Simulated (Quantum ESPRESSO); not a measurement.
# CoSi2(111), stepped through the number of trilayers, part 6 of 8

What law, if any, do the results for CoSi2(111) follow against the number of trilayers?

Quantum ESPRESSO 7.5; plane-wave DFT, PBE, GBRV ultrasoft pseudopotentials.

So far. Step 5 (Self-consistent run, 2 trilayers): Inside the slab this potential holds the local part of the pseudopotentials, which can be repulsive at the nuclei; only its value in the vacuum has a meaning of its own. Step 6 (Relaxation with pw.x, 3 trilayers): The relaxation lowers the energy by 7 meV an atom.

## 7. Self-consistent run, 3 trilayers

m1.esm.in

```
&control
  prefix = 'm1.esm'
  outdir = './out'
  pseudo_dir = './pseudo'
  calculation = 'scf'
  tprnfor = .true.
/
&system
  ibrav = 0
  nat = 9
  ntyp = 2
  ecutwfc = 40
  ecutrho = 200
  occupations = 'smearing'
  smearing = 'mv'
  degauss = 0.02
  assume_isolated = 'esm'
  esm_bc = 'bc1'
/
&electrons
  conv_thr = 1e-08
  mixing_beta = 0.25
  electron_maxstep = 160
  mixing_mode = 'local-TF'
  mixing_ndim = 12
/
ATOMIC_SPECIES
  Si  28.0850  si_pbe_v1.uspp.F.UPF
  Co  58.9332  co_pbe_v1.2.uspp.F.UPF
CELL_PARAMETERS angstrom
  3.78698640100000 0.00000000000000 0.00000000000000
  -1.89349320050000 3.27962642722956 0.00000000000000
  0.00000000000000 0.00000000000000 23.72227485694823
ATOMIC_POSITIONS crystal
  Si  0.666666666700 0.333333333300 -0.159995484200
  Co  0.000000000000 0.000000000000 -0.131836024600
  Si  0.333333333300 0.666666666700 -0.098173375400
  Si  0.000000000000 0.000000000000 -0.034164010500
  Co  0.333333333300 0.666666666700 0.000000000000
  Si  0.666666666700 0.333333333300 0.034164010500
  Si  0.333333333300 0.666666666700 0.098173375400
  Co  0.666666666700 0.333333333300 0.131836024600
  Si  0.000000000000 0.000000000000 0.159995484200
K_POINTS automatic
  12 12 1 0 0 0
```

Command:

```bash
> OMP_NUM_THREADS=1 mpirun -n 8 pw.x -nk 8 -in m1.esm.in > m1.esm.out
```

Log:

```text
[banner, memory and clock lines left out]
Program PWSCF v.7.5 starts
[...]
Message from routine setup:
[...]
number of electrons       =        75.00
     number of Kohn-Sham states=           46
     kinetic-energy cutoff     =      40.0000  Ry
     charge density cutoff     =     200.0000  Ry
[...]
number of k points=    19  Marzari-Vanderbilt smearing, width (Ry)=  0.0200
[...]
Dense  grid:    94791 G-vectors     FFT dimensions: (  36,  36, 216)
[...]
negative rho (up, down):  7.684E-04 0.000E+00
     Starting wfcs are   63 randomized atomic wfcs
[...]
negative rho (up, down):  5.547E-03 0.000E+00
[...]
estimated scf accuracy    <      46.92579538 Ry
[...]
negative rho (up, down):  8.982E-03 0.000E+00
[...]
estimated scf accuracy    <       7.95040164 Ry
[...]
negative rho (up, down):  5.898E-03 0.000E+00
[...]
estimated scf accuracy    <       3.80218346 Ry
[...]
negative rho (up, down):  4.939E-03 0.000E+00
[...]
estimated scf accuracy    <       0.58755710 Ry
[...]
negative rho (up, down):  7.207E-03 0.000E+00
[...]
estimated scf accuracy    <       0.20787171 Ry
[...]
negative rho (up, down):  9.267E-04 0.000E+00
[...]
estimated scf accuracy    <       0.24087542 Ry
[...]
negative rho (up, down):  6.014E-04 0.000E+00
[...]
estimated scf accuracy    <       0.04582109 Ry
[...]
negative rho (up, down):  7.964E-04 0.000E+00
[...]
estimated scf accuracy    <       0.06287925 Ry
[...]
negative rho (up, down):  2.858E-04 0.000E+00
[...]
estimated scf accuracy    <       0.09284204 Ry
[...]
negative rho (up, down):  2.229E-06 0.000E+00
[...]
estimated scf accuracy    <       0.03006139 Ry
[...]
negative rho (up, down):  7.990E-07 0.000E+00
[...]
estimated scf accuracy    <       0.05755347 Ry
[...]
negative rho (up, down):  6.763E-08 0.000E+00
[...]
estimated scf accuracy    <       0.03565359 Ry
[...]
negative rho (up, down):  2.155E-08 0.000E+00
[...]
estimated scf accuracy    <       0.01951937 Ry
[...]
negative rho (up, down):  4.089E-05 0.000E+00
[...]
estimated scf accuracy    <       0.00684691 Ry
[...]
negative rho (up, down):  1.555E-05 0.000E+00
[...]
estimated scf accuracy    <       0.03453657 Ry
[...]
negative rho (up, down):  6.758E-05 0.000E+00
[...]
estimated scf accuracy    <       0.00596481 Ry
[...]
negative rho (up, down):  7.365E-04 0.000E+00
[...]
estimated scf accuracy    <       0.00040512 Ry
[...]
negative rho (up, down):  7.347E-04 0.000E+00
[...]
estimated scf accuracy    <       0.00190348 Ry
[...]
negative rho (up, down):  7.935E-04 0.000E+00
[...]
estimated scf accuracy    <       0.00115157 Ry
[...]
negative rho (up, down):  7.959E-04 0.000E+00
[...]
estimated scf accuracy    <       0.00529676 Ry
[...]
negative rho (up, down):  8.950E-04 0.000E+00
[...]
estimated scf accuracy    <       0.00166718 Ry
[...]
negative rho (up, down):  8.964E-04 0.000E+00
[...]
estimated scf accuracy    <       0.00004817 Ry
[...]
negative rho (up, down):  8.989E-04 0.000E+00
[...]
estimated scf accuracy    <       0.00005798 Ry
[...]
negative rho (up, down):  9.192E-04 0.000E+00
[...]
estimated scf accuracy    <       0.00004164 Ry
[...]
negative rho (up, down):  9.342E-04 0.000E+00
[...]
estimated scf accuracy    <       0.00001051 Ry
[...]
negative rho (up, down):  9.382E-04 0.000E+00
[...]
estimated scf accuracy    <       0.00000067 Ry
[...]
negative rho (up, down):  9.480E-04 0.000E+00
[...]
estimated scf accuracy    <       0.00000042 Ry
[...]
negative rho (up, down):  9.381E-04 0.000E+00
[...]
estimated scf accuracy    <       0.00000017 Ry
[...]
negative rho (up, down):  9.206E-04 0.000E+00
[...]
estimated scf accuracy    <       0.00000035 Ry
[...]
negative rho (up, down):  9.272E-04 0.000E+00
[...]
estimated scf accuracy    <       0.00000067 Ry
[...]
negative rho (up, down):  9.237E-04 0.000E+00
[...]
estimated scf accuracy    <       0.00000062 Ry
[...]
negative rho (up, down):  9.321E-04 0.000E+00
[...]
estimated scf accuracy    <       0.00000049 Ry
[...]
negative rho (up, down):  9.249E-04 0.000E+00
[...]
estimated scf accuracy    <       0.00000078 Ry
[...]
negative rho (up, down):  9.256E-04 0.000E+00
[...]
estimated scf accuracy    <       0.00000095 Ry
[...]
negative rho (up, down):  9.286E-04 0.000E+00
[...]
estimated scf accuracy    <       0.00000035 Ry
[...]
negative rho (up, down):  9.242E-04 0.000E+00
[...]
estimated scf accuracy    <       0.00000015 Ry
[...]
negative rho (up, down):  9.407E-04 0.000E+00
[...]
estimated scf accuracy    <       0.00000018 Ry
[...]
negative rho (up, down):  9.463E-04 0.000E+00
[...]
the Fermi energy is    -5.1175 ev
!    total energy              =    -953.17174448 Ry
     estimated scf accuracy    <          8.3E-09 Ry
     smearing contrib. (-TS)   =       0.00056033 Ry
     internal energy E=F+TS    =    -953.17230481 Ry
[...]
one-electron contribution =    8340.58803784 Ry
     hartree contribution      =   -4179.88555547 Ry
     xc contribution           =    -124.28779226 Ry
     ewald contribution        =   -4989.58699492 Ry
     convergence has been achieved in  38 iterations
     negative rho (up, down):  9.463E-04 0.000E+00
[...]
Total force =     0.001982     Total SCF correction =     0.000488
[...]
```

Run time: 4 min. Hardware: 8 MPI ranks of Arm Neoverse N1, shared host; peak memory 1.3 GiB; 32 min of CPU time.

This step gave:

| Property | Result |
| --- | --- |
| Fermi energy | -5.117 eV |
| vacuum line at the lower end of the cell, over the Fermi level | 5.118 eV |

Inside the slab this potential holds the local part of the pseudopotentials, which can be repulsive at the nuclei; only its value in the vacuum has a meaning of its own.

## 8. Relaxing the ions, 6 trilayers

System of this step: CoSi2(111), 6 trilayers. The cell holds 18 atoms: 12 Si and 6 Co. Cell: a = 3.787 Å, b = 3.787 Å, c = 33.001 Å, α = 90.0°, β = 90.0°, γ = 120.0°. It derives from CoSi2. Vacuum lies along c.

m4.relax.in

```
&control
  prefix = 'm4.relax'
  outdir = './out'
  pseudo_dir = './pseudo'
  nstep = 40
  forc_conv_thr = 0.001
  calculation = 'relax'
/
&system
  ibrav = 0
  nat = 18
  ntyp = 2
  ecutwfc = 40
  ecutrho = 200
  occupations = 'smearing'
  smearing = 'mv'
  degauss = 0.02
/
&electrons
  conv_thr = 1e-08
  mixing_beta = 0.4
  electron_maxstep = 120
  mixing_mode = 'local-TF'
/
&ions
/
ATOMIC_SPECIES
  Si  28.0850  si_pbe_v1.uspp.F.UPF
  Co  58.9332  co_pbe_v1.2.uspp.F.UPF
CELL_PARAMETERS angstrom
  3.78698640100000 0.00000000000000 0.00000000000000
  -1.89349320050000 3.27962642722956 0.00000000000000
  0.00000000000000 0.00000000000000 33.00050596294824
ATOMIC_POSITIONS crystal
  Si  0.666666666700 0.333333333300 0.242275309656
  Co  0.000000000000 0.000000000000 0.265704826960
  Si  0.333333333300 0.666666666700 0.289134344264
  Si  0.000000000000 0.000000000000 0.335993378872
  Co  0.333333333300 0.666666666700 0.359422896176
  Si  0.666666666700 0.333333333300 0.382852413480
  Si  0.333333333300 0.666666666700 0.429711448088 0 0 0
  Co  0.666666666700 0.333333333300 0.453140965392 0 0 0
  Si  0.000000000000 0.000000000000 0.476570482696 0 0 0
  Si  0.666666666700 0.333333333300 0.523429517304 0 0 0
  Co  0.000000000000 0.000000000000 0.546859034608 0 0 0
  Si  0.333333333300 0.666666666700 0.570288551912 0 0 0
  Si  0.000000000000 0.000000000000 0.617147586520
  Co  0.333333333300 0.666666666700 0.640577103824
  Si  0.666666666700 0.333333333300 0.664006621128
  Si  0.333333333300 0.666666666700 0.710865655736
  Co  0.666666666700 0.333333333300 0.734295173040
  Si  0.000000000000 0.000000000000 0.757724690344
K_POINTS automatic
  12 12 1 0 0 0
```

Command:

```bash
> OMP_NUM_THREADS=1 mpirun -n 8 pw.x -nk 8 -in m4.relax.in > m4.relax.out
```

Log:

```text
[banner, memory and clock lines left out]
Program PWSCF v.7.5 starts
[...]
Message from routine setup:
[...]
number of electrons       =       150.00
     number of Kohn-Sham states=           90
     kinetic-energy cutoff     =      40.0000  Ry
     charge density cutoff     =     200.0000  Ry
[...]
number of k points=    19  Marzari-Vanderbilt smearing, width (Ry)=  0.0200
[...]
Dense  grid:   131867 G-vectors     FFT dimensions: (  36,  36, 288)
[...]
negative rho (up, down):  8.935E-04 0.000E+00
     Starting wfcs are  126 randomized atomic wfcs
[...]
negative rho (up, down):  6.579E-03 0.000E+00
[...]
estimated scf accuracy    <     101.69143954 Ry
[...]
negative rho (up, down):  1.534E-03 0.000E+00
[...]
estimated scf accuracy    <      12.17212938 Ry
[...]
negative rho (up, down):  6.262E-04 0.000E+00
[...]
estimated scf accuracy    <       0.79416686 Ry
[...]
negative rho (up, down):  7.948E-05 0.000E+00
[...]
estimated scf accuracy    <       0.19036435 Ry
[...]
negative rho (up, down):  2.513E-05 0.000E+00
[...]
estimated scf accuracy    <       0.29400275 Ry
[...]
negative rho (up, down):  6.718E-06 0.000E+00
[...]
estimated scf accuracy    <       0.04642353 Ry
[...]
negative rho (up, down):  1.747E-06 0.000E+00
[...]
estimated scf accuracy    <       0.01561924 Ry
[...]
negative rho (up, down):  4.010E-08 0.000E+00
[...]
estimated scf accuracy    <       0.00630301 Ry
[...]
estimated scf accuracy    <       0.00594714 Ry
[...]
negative rho (up, down):  2.224E-07 0.000E+00
[...]
estimated scf accuracy    <       0.00392954 Ry
[...]
negative rho (up, down):  1.229E-05 0.000E+00
[...]
estimated scf accuracy    <       0.00058526 Ry
[...]
negative rho (up, down):  1.673E-03 0.000E+00
[...]
estimated scf accuracy    <       0.00039601 Ry
[...]
negative rho (up, down):  1.785E-03 0.000E+00
[...]
estimated scf accuracy    <       0.00060169 Ry
[...]
negative rho (up, down):  9.025E-04 0.000E+00
[...]
estimated scf accuracy    <       0.00005472 Ry
[...]
negative rho (up, down):  9.819E-04 0.000E+00
[...]
estimated scf accuracy    <       0.00012474 Ry
[...]
negative rho (up, down):  1.041E-03 0.000E+00
[...]
estimated scf accuracy    <       0.00000156 Ry
[...]
negative rho (up, down):  1.083E-03 0.000E+00
[...]
estimated scf accuracy    <       0.00000242 Ry
[...]
negative rho (up, down):  1.078E-03 0.000E+00
[...]
estimated scf accuracy    <       0.00000683 Ry
[...]
negative rho (up, down):  1.097E-03 0.000E+00
[...]
estimated scf accuracy    <       0.00000008 Ry
[...]
negative rho (up, down):  1.094E-03 0.000E+00
[...]
estimated scf accuracy    <       0.00000014 Ry
[...]
negative rho (up, down):  1.099E-03 0.000E+00
[...]
the Fermi energy is     4.9933 ev
!    total energy              =   -1906.51471225 Ry
     estimated scf accuracy    <          4.6E-09 Ry
     smearing contrib. (-TS)   =       0.00597781 Ry
     internal energy E=F+TS    =   -1906.52069006 Ry
[...]
one-electron contribution =  -14377.78865683 Ry
     hartree contribution      =    7225.12924928 Ry
     xc contribution           =    -248.95184296 Ry
     ewald contribution        =    5495.09056045 Ry
     convergence has been achieved in  21 iterations
     negative rho (up, down):  1.099E-03 0.000E+00
[...]
Total force =     0.044531     Total SCF correction =     0.000312
[...]
negative rho (up, down):  1.107E-03 0.000E+00
[...]
negative rho (up, down):  1.272E-03 0.000E+00
[...]
estimated scf accuracy    <       0.01365093 Ry
[...]
negative rho (up, down):  1.430E-03 0.000E+00
[...]
estimated scf accuracy    <       0.00263669 Ry
[...]
negative rho (up, down):  1.795E-03 0.000E+00
[...]
estimated scf accuracy    <       0.00486887 Ry
[...]
negative rho (up, down):  1.811E-03 0.000E+00
[...]
estimated scf accuracy    <       0.00004947 Ry
[...]
negative rho (up, down):  1.828E-03 0.000E+00
[...]
estimated scf accuracy    <       0.00003084 Ry
[...]
negative rho (up, down):  1.856E-03 0.000E+00
[...]
estimated scf accuracy    <       0.00003003 Ry
[...]
negative rho (up, down):  1.787E-03 0.000E+00
[...]
estimated scf accuracy    <       0.00000970 Ry
[...]
negative rho (up, down):  1.443E-03 0.000E+00
[...]
estimated scf accuracy    <       0.00000473 Ry
[...]
negative rho (up, down):  1.297E-03 0.000E+00
[...]
estimated scf accuracy    <       0.00000146 Ry
[...]
negative rho (up, down):  1.206E-03 0.000E+00
[...]
estimated scf accuracy    <       0.00000083 Ry
[...]
negative rho (up, down):  1.136E-03 0.000E+00
[...]
estimated scf accuracy    <       0.00000018 Ry
[...]
negative rho (up, down):  1.122E-03 0.000E+00
[...]
estimated scf accuracy    <       0.00000001 Ry
[...]
negative rho (up, down):  1.109E-03 0.000E+00
[...]
the Fermi energy is     4.9819 ev
!    total energy              =   -1906.51646799 Ry
     estimated scf accuracy    <          5.7E-09 Ry
     smearing contrib. (-TS)   =       0.00584981 Ry
     internal energy E=F+TS    =   -1906.52231780 Ry
[...]
one-electron contribution =  -14366.66224979 Ry
     hartree contribution      =    7219.49601685 Ry
     xc contribution           =    -248.95963206 Ry
     ewald contribution        =    5489.60354720 Ry
     convergence has been achieved in  13 iterations
     negative rho (up, down):  1.109E-03 0.000E+00
[...]
Total force =     0.034583     Total SCF correction =     0.000330
[...]
negative rho (up, down):  1.116E-03 0.000E+00
[...]
negative rho (up, down):  1.281E-03 0.000E+00
[...]
estimated scf accuracy    <       0.01876199 Ry
[...]
negative rho (up, down):  1.441E-03 0.000E+00
[...]
estimated scf accuracy    <       0.00291338 Ry
[...]
negative rho (up, down):  1.779E-03 0.000E+00
[...]
estimated scf accuracy    <       0.00632686 Ry
[...]
negative rho (up, down):  1.810E-03 0.000E+00
[...]
estimated scf accuracy    <       0.00006578 Ry
[...]
negative rho (up, down):  1.831E-03 0.000E+00
[...]
estimated scf accuracy    <       0.00003166 Ry
[...]
negative rho (up, down):  1.860E-03 0.000E+00
[...]
estimated scf accuracy    <       0.00003549 Ry
[...]
negative rho (up, down):  1.807E-03 0.000E+00
[...]
estimated scf accuracy    <       0.00001634 Ry
[...]
negative rho (up, down):  1.448E-03 0.000E+00
[...]
estimated scf accuracy    <       0.00000397 Ry
[...]
negative rho (up, down):  1.309E-03 0.000E+00
[...]
estimated scf accuracy    <       0.00000085 Ry
[...]
negative rho (up, down):  1.151E-03 0.000E+00
[...]
estimated scf accuracy    <       0.00000040 Ry
[...]
negative rho (up, down):  1.138E-03 0.000E+00
[...]
estimated scf accuracy    <       0.00000004 Ry
[...]
negative rho (up, down):  1.123E-03 0.000E+00
[...]
estimated scf accuracy    <          5.2E-09 Ry
[...]
negative rho (up, down):  1.118E-03 0.000E+00
[...]
the Fermi energy is     4.9710 ev
!    total energy              =   -1906.51785473 Ry
     estimated scf accuracy    <          9.3E-10 Ry
     smearing contrib. (-TS)   =       0.00570507 Ry
     internal energy E=F+TS    =   -1906.52355980 Ry
[...]
one-electron contribution =  -14355.64890732 Ry
     hartree contribution      =    7213.91490996 Ry
     xc contribution           =    -248.96949034 Ry
     ewald contribution        =    5484.17992790 Ry
     convergence has been achieved in  13 iterations
     negative rho (up, down):  1.118E-03 0.000E+00
[...]
Total force =     0.025200     Total SCF correction =     0.000127
[...]
negative rho (up, down):  1.121E-03 0.000E+00
[...]
negative rho (up, down):  1.367E-03 0.000E+00
[...]
estimated scf accuracy    <       0.04334536 Ry
[...]
negative rho (up, down):  1.591E-03 0.000E+00
[...]
estimated scf accuracy    <       0.00569541 Ry
[...]
negative rho (up, down):  2.091E-03 0.000E+00
[...]
estimated scf accuracy    <       0.01373588 Ry
[...]
negative rho (up, down):  2.147E-03 0.000E+00
[...]
estimated scf accuracy    <       0.00014859 Ry
[...]
negative rho (up, down):  2.182E-03 0.000E+00
[...]
estimated scf accuracy    <       0.00005557 Ry
[...]
negative rho (up, down):  2.259E-03 0.000E+00
[...]
estimated scf accuracy    <       0.00004646 Ry
[...]
negative rho (up, down):  2.173E-03 0.000E+00
[...]
estimated scf accuracy    <       0.00003163 Ry
[...]
negative rho (up, down):  1.577E-03 0.000E+00
[...]
estimated scf accuracy    <       0.00000716 Ry
[...]
negative rho (up, down):  1.453E-03 0.000E+00
[...]
estimated scf accuracy    <       0.00000165 Ry
[...]
negative rho (up, down):  1.224E-03 0.000E+00
[...]
estimated scf accuracy    <       0.00000060 Ry
[...]
negative rho (up, down):  1.152E-03 0.000E+00
[...]
estimated scf accuracy    <       0.00000044 Ry
[...]
negative rho (up, down):  1.144E-03 0.000E+00
[...]
estimated scf accuracy    <       0.00000002 Ry
[...]
negative rho (up, down):  1.130E-03 0.000E+00
[...]
estimated scf accuracy    <          8.6E-09 Ry
[...]
negative rho (up, down):  1.126E-03 0.000E+00
[...]
estimated scf accuracy    <          5.9E-09 Ry
[...]
negative rho (up, down):  1.124E-03 0.000E+00
[...]
the Fermi energy is     4.9532 ev
!    total energy              =   -1906.51999680 Ry
     estimated scf accuracy    <          1.7E-11 Ry
     smearing contrib. (-TS)   =       0.00494056 Ry
     internal energy E=F+TS    =   -1906.52493736 Ry
[...]
one-electron contribution =  -14372.98866598 Ry
     hartree contribution      =    7222.40073775 Ry
     xc contribution           =    -249.03948834 Ry
     ewald contribution        =    5493.10247921 Ry
     convergence has been achieved in  15 iterations
     negative rho (up, down):  1.098E-03 0.000E+00
[...]
Total force =     0.002811     Total SCF correction =     0.000018
[...]
negative rho (up, down):  1.096E-03 0.000E+00
[...]
negative rho (up, down):  1.058E-03 0.000E+00
[...]
estimated scf accuracy    <       0.00527195 Ry
[...]
negative rho (up, down):  1.030E-03 0.000E+00
[...]
estimated scf accuracy    <       0.00055534 Ry
[...]
negative rho (up, down):  9.691E-04 0.000E+00
[...]
estimated scf accuracy    <       0.00163723 Ry
[...]
```

It took 62 min on 8 MPI ranks; peak memory 2.6 GiB; 8.3 h of CPU time.

The steps of the relaxation:

```csv
step,energy less that of the first step (eV),largest force (eV/Å)
1,0.0000,0.6261
2,-0.0239,0.5104
3,-0.0428,0.3898
4,-0.0601,0.2194
5,-0.0676,0.1351
6,-0.0690,0.1207
7,-0.0705,0.0625
8,-0.0710,0.0391
9,-0.0711,0.0369
10,-0.0714,0.0333
11,-0.0717,0.0260
12,-0.0719,0.0354
13,-0.0721,0.0410
14,-0.0723,0.0392
15,-0.0726,0.0254
```

The atoms that moved most (Å):

```csv
atom,dx,dy,dz,length
Si18,0.000,0.000,-0.105,0.105
Si1,0.000,0.000,0.105,0.105
Si15,0.000,0.000,0.015,0.015
Si4,0.000,0.000,-0.015,0.015
Co17,0.000,0.000,0.008,0.008
Co2,0.000,0.000,-0.008,0.008
Si13,0.000,0.000,0.007,0.007
Si6,0.000,0.000,-0.007,0.007
```

The relaxation lowers the energy by 4 meV an atom. On the free atoms the largest force ends at 0.025 eV/Å.

Read from the output:

- free energy: -25939.5267 eV
- Fermi energy: 4.952 eV

(Continued in part 7 of 8.)

[Logs are printed without paths, hosts, clocks, repeated set-up lines and the standing remarks that a program may print on its own settings, such as how far it seeks lower states.]

[Hosts, paths, dates, database ids (printed as entryN), source tags and the programs' standing remarks are cut or masked in the printed files.]

[Maps of the electrostatic potential energy from Ansatz leave out the sawtooth potential of an applied field or a dipole correction, so their vacuum need not be flat; planar profiles and work functions include it.]
